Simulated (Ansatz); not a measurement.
# Ba2BrClF2: complex band structure, part 3 of 3

Wanted: the relaxed cell of Ba2BrClF2, its band edges and its decay constants. It is built by putting Cl for I in the Ba2IBrF2 structure of space group P4mm, with the volume rescaled by atomic radii. The parent structure comes from the Materials Project.

Ansatz 0.2.0; PBE DFT, plane waves, PAW files (the session's first sound run).

So far, gap on path (eV): step 3 (the bulk crystal and its band edges, PBE) 5.14; step 6 (PBEsol) 4.99.

The structure was built from a prototype and need not be the compound's stable phase.

**7. Complex bands at another level**

This step: PBEsol DFT, plane waves, PAW files; complex bands by layer matching along the plane's normal (Ansatz 0.2.0).

The complex bands at that level, over its own gap, at (0, 0) and (0.5, 0).

Input file input.yaml:

```yaml
crystal:
  lattice:
    - [4.48419611, 0.0, 0.0]
    - [0.0, 7.495552167, 0.0]
    - [0.0, 0.0, 4.48419611]
  atoms:
    - { symbol: Ba, position: [0.5, 0.8009777656, 0.5] }
    - { symbol: Ba, position: [0.0, 0.1941952603, 0.0] }
    - { symbol: Cl, position: [0.0, 0.6524974097, 0.0] }
    - { symbol: Br, position: [0.5, 0.3552069782, 0.5] }
    - { symbol: F, position: [0.0, 0.9985612931, 0.5] }
    - { symbol: F, position: [0.5, 0.9985612931, 0.0] }
kpoints:
  mp_grid: { grid: [6, 4, 6] }
scf:
  occupations: { method: fixed }
hamiltonian:
  xc: pbesol
output:
  eigenvalues: true
  transmission:
    leads: [[0, 0]]
    kpoints: [[0.0, 0.0], [0.5, 0.0]]
    e_range: [-1.0, 5.99]
    de: 0.14
```

Run with:

```console
ansatz run input.yaml --threads 2 --pin off --max-ram 4096MiB --backend cpu --events-out ev --progress --plain --runs-dir out
```

Numbers of over 12 decimals in the logs are rounded to 6 here.

Output:

```text
[...]
Crystal: 6 atoms, lattice volume = 150.721 Å³
Basis set: ecut = 420 eV, 2969 PW (Γ)
Bands: 30, of which v1, the nominal top of the filled ones, is band 24 counted from 1 (23 counted from 0)
Symmetry: 8 space group operations
[...]
k-points: 30 of 144 (time reversal used)
[...]
SCF iter   1: F=—  HF=-17137.033957 eV  |F-HF|=—  |Δ(HF+E_count)|=         —  Δρ=8.07e-3  dr2=7.21e-2  ethr=1.77e-3  ⟨swp⟩=5.7  Hψ=3880  notcnv=0  defer=105
[...]
SCF iter   7: F=-17137.014148 eV  HF=-17137.014148 eV  |F-HF|=4.81e-9  |Δ(HF+E_count)|=   2.25e-7  Δρ=1.38e-6  dr2=3.31e-9  ethr=2.08e-10  ⟨swp⟩=12.6  Hψ=4900  notcnv=0
SCF 1 converged in 7 iterations: F = -17137.014148 eV  dr2 = 3.31e-9
[...]
transmission: 7 of 14 steps passed
transmission: 14 of 14 steps passed
SCF converged after 7 iterations
Free energy (F): -17137.014148 eV
[...]
Internal energy: -17137.014148 eV  (E = F + TS)
E sigma→0 (E₀):  -17137.014148 eV
Fermi energy:    4.201961 eV
[...]
--- Band table (eV; the first three rows and the last of 30) ---
  k-point 0: bands = [... 20 lower, 3.4759, 4.1800, 4.2020, 4.2020, 9.1966, 9.6035, 10.5266, 10.7259, ... 2 higher]
  k-point 1: bands = [... 20 lower, 3.4524, 3.9283, 4.0879, 4.1484, 9.6272, 10.1365, 10.5342, 10.8776, ... 2 higher]
  k-point 2: bands = [... 20 lower, 3.4404, 3.7272, 3.8405, 4.0503, 10.4319, 10.4779, 10.7436, 10.8831, ... 2 higher]
  k-point 29: bands = [... 20 lower, 3.6454, 3.7670, 3.9125, 3.9125, 11.3052, 11.3052, 11.3621, 11.4710, ... 2 higher]
--- Transmission ---
  basis      : 299 plane waves across, 7 finite elements along
  points     : 2, as listed
[...]
channels       : 0.000000e0 a spin
[...]
slowest decay  : 0.3656 /Å at (0.0000, 0.0000)
```

Wall time 65 s (2 threads of Arm Neoverse V2, shared host); peak memory 0.97 GiB; 1.8 min of CPU time.

Numbers from this step:

| Property | Result |
| --- | --- |
| level to which the leads are filled | 2.497 eV from the Fermi level |
| decay constant at the filling level, zone centre | 0.3656 Å⁻¹ |
| decay constant at the filling level, slowest listed point | 0.3656 Å⁻¹ |

K parallel (0, 0); values up to 1.5 1/Å, a degenerate pair printed once or twice; energies at which all values exceed this have no row. The Im kz of the slowest decaying states by energy, zero at the highest filled level on the SCF mesh:

| energy (eV) | decay 1 (Å⁻¹) | decay 2 (Å⁻¹) | decay 3 (Å⁻¹) | decay 4 (Å⁻¹) |
| --- | --- | --- | --- | --- |
| -1.00 | 0.402 | 0.453 | 0.701 | 0.703 |
| -0.72 | 0.0614 | 0.104 | 0.149 | 0.464 |
| -0.44 | 0.333 | 0.475 | 0.488 | 0.736 |
| -0.16 | 0.392 | 0.464 | 0.592 | 0.732 |
| -0.02 | 0.0402 | 0.387 | 0.478 | 0.628 |
| 0.12 | 0.135 | 0.221 | 0.405 | 0.500 |
| 0.40 | 0.228 | 0.370 | 0.530 | 0.539 |
| 0.68 | 0.278 | 0.448 | 0.565 | 0.567 |
| 0.96 | 0.311 | 0.498 | 0.542 | 0.587 |
| 1.24 | 0.334 | 0.533 | 0.535 | 0.600 |
| 1.52 | 0.349 | 0.529 | 0.557 | 0.608 |
| 1.80 | 0.359 | 0.519 | 0.574 | 0.613 |
| 2.08 | 0.365 | 0.508 | 0.585 | 0.613 |
| 2.36 | 0.366 | 0.493 | 0.593 | 0.611 |
| 2.50 | 0.366 | 0.484 | 0.595 | 0.608 |
| 2.78 | 0.362 | 0.465 | 0.597 | 0.602 |
| 3.06 | 0.355 | 0.442 | 0.592 | 0.596 |
| 3.34 | 0.344 | 0.416 | 0.580 | 0.592 |
| 3.62 | 0.329 | 0.386 | 0.564 | 0.585 |
| 3.90 | 0.310 | 0.351 | 0.546 | 0.576 |
| 4.18 | 0.283 | 0.312 | 0.525 | 0.564 |
| 4.46 | 0.241 | 0.272 | 0.499 | 0.549 |
| 4.74 | 0.171 | 0.231 | 0.469 | 0.524 |
| 5.02 | 0.180 | 0.432 | 0.486 | 0.507 |
| 5.30 | 0.0950 | 0.387 | 0.444 | 0.480 |
| 5.58 | 0.327 | 0.396 | 0.446 | 0.519 |
| 5.86 | 0.235 | 0.339 | 0.404 | 0.482 |

K parallel (0.5, 0); values up to 1.5 1/Å, a degenerate pair printed once or twice; energies at which all values exceed this have no row. Table of Im kz of the slowest decaying states by energy, zero at the highest filled level on the SCF mesh:

| energy (eV) | decay 1 (Å⁻¹) | decay 2 (Å⁻¹) | decay 3 (Å⁻¹) | decay 4 (Å⁻¹) |
| --- | --- | --- | --- | --- |
| -1.000 | 0.0729 | 0.0770 | 0.290 | 0.310 |
| -0.440 | 0.228 | 0.357 | 0.388 | 0.400 |
| -0.020 | 0.379 | 0.404 | 0.414 | 0.484 |
| 0.540 | 0.497 | 0.513 | 0.540 | 0.578 |
| 0.960 | 0.541 | 0.555 | 0.586 | 0.614 |
| 1.520 | 0.577 | 0.589 | 0.625 | 0.642 |
| 1.940 | 0.594 | 0.604 | 0.644 | 0.652 |
| 2.500 | 0.607 | 0.614 | 0.656 | 0.661 |
| 3.060 | 0.612 | 0.616 | 0.647 | 0.671 |
| 3.480 | 0.611 | 0.612 | 0.632 | 0.674 |
| 4.040 | 0.595 | 0.598 | 0.607 | 0.672 |
| 4.460 | 0.562 | 0.571 | 0.596 | 0.606 |
| 5.020 | 0.501 | 0.505 | 0.525 | 0.567 |
| 5.440 | 0.417 | 0.439 | 0.480 | 0.532 |

At the listed wavevectors the last open channel is at -0.02 eV and the next at +5.02 eV on the grid. At +2.50 eV, the grid energy nearest the filling level (the middle of the gap on the SCF mesh), the slowest state at the listed wavevectors decays with κ = 0.366 Å⁻¹, its amplitude falling by e over 2.7 Å; the first such run, plane (100), gave 0.378 Å⁻¹.

**8. A check of the settings**

This step: PBE DFT, plane waves, PAW files; complex bands by layer matching along the plane's normal; changed: crystal.atoms[0].symbol = "ba", scf.max_iter = 80 (Ansatz 0.2.0).

This run repeats an earlier one, its twin (the complex run, plane (100)), with two settings changed (starting moments or atoms, scf.max_iter; files written aside). The setting was drawn as a possible misstep, on purpose. Where the input is shown as a difference, that is against the step before, not the twin.

input.yaml, as its differences from that of step 7:

```diff
@@ -6,3 +6,3 @@
   atoms:
-    - { symbol: Ba, position: [0.5, 0.8009777656, 0.5] }
+    - { symbol: ba, position: [0.5, 0.8009777656, 0.5] }
     - { symbol: Ba, position: [0.0, 0.1941952603, 0.0] }
@@ -16,4 +16,5 @@
   occupations: { method: fixed }
+  max_iter: 80
 hamiltonian:
-  xc: pbesol
+  xc: pbe
 output:
@@ -23,3 +24,3 @@
     kpoints: [[0.0, 0.0], [0.5, 0.0]]
-    e_range: [-1.0, 5.99]
+    e_range: [-1.0, 6.14]
     de: 0.14
```

Output:

```text
Error: YAML parse error: error: line 7 column 17: `ba` is not an element symbol (H … Og, case-exact)
 --> <input>:7:17
  |
5 |     - [0.0, 0.0, 4.48419611]
6 |   atoms:
7 |     - { symbol: ba, position: [0.5, 0.8009777656, 0.5] }
  |                 ^ `ba` is not an element symbol (H … Og, case-exact)
8 |     - { symbol: Ba, position: [0.0, 0.1941952603, 0.0] }
9 |     - { symbol: Cl, position: [0.0, 0.6524974097, 0.0] }
  |
```

It took 0.02 s on 2 threads; peak memory 0.02 GiB.

The program refused the input before any cycle.

The program's message: “Error: YAML parse error: error: line 7 column 17: `ba` is not an element symbol (H … Og, case-exact)”

The change that led to it: crystal.atoms[0].symbol = "ba".

**9. Results**

```
band gap                                         : 5.14 eV
least decay constant at mid-gap, normal to (100) : 0.378 Å⁻¹
least decay constant at mid-gap, normal to (001) : 0.376 Å⁻¹
least decay constant, PBEsol                     : 0.366 Å⁻¹
```

In words: With PBE, the slowest decay at the wavevectors tried is κ = 0.376 Å⁻¹, normal to (001). Through such a film the transmission near mid-gap falls as exp(−2κd), a factor of ten every 3.1 Å. The directions tried decay at nearly the same rate. A free electron under a barrier of half the gap would need a mass of 0.21 mₑ to decay at this rate. With PBEsol the gap goes from 5.14 to 4.99 eV and the decay constant, over the first 2 listed wavevectors, from 0.378 to 0.366 Å⁻¹. The compound is made up by substitution; its stability against other phases and against distortions of the cell's symmetry was not tested. A semilocal functional narrows gaps, so real decay constants are likely larger.

[Logs are printed without paths, hosts, clocks, repeated set-up lines and the standing remarks that a program may print on its own settings, such as how far it seeks lower states.]

[Hosts, paths, dates, database ids (printed as entryN), source tags and the programs' standing remarks are cut or masked in the printed files.]
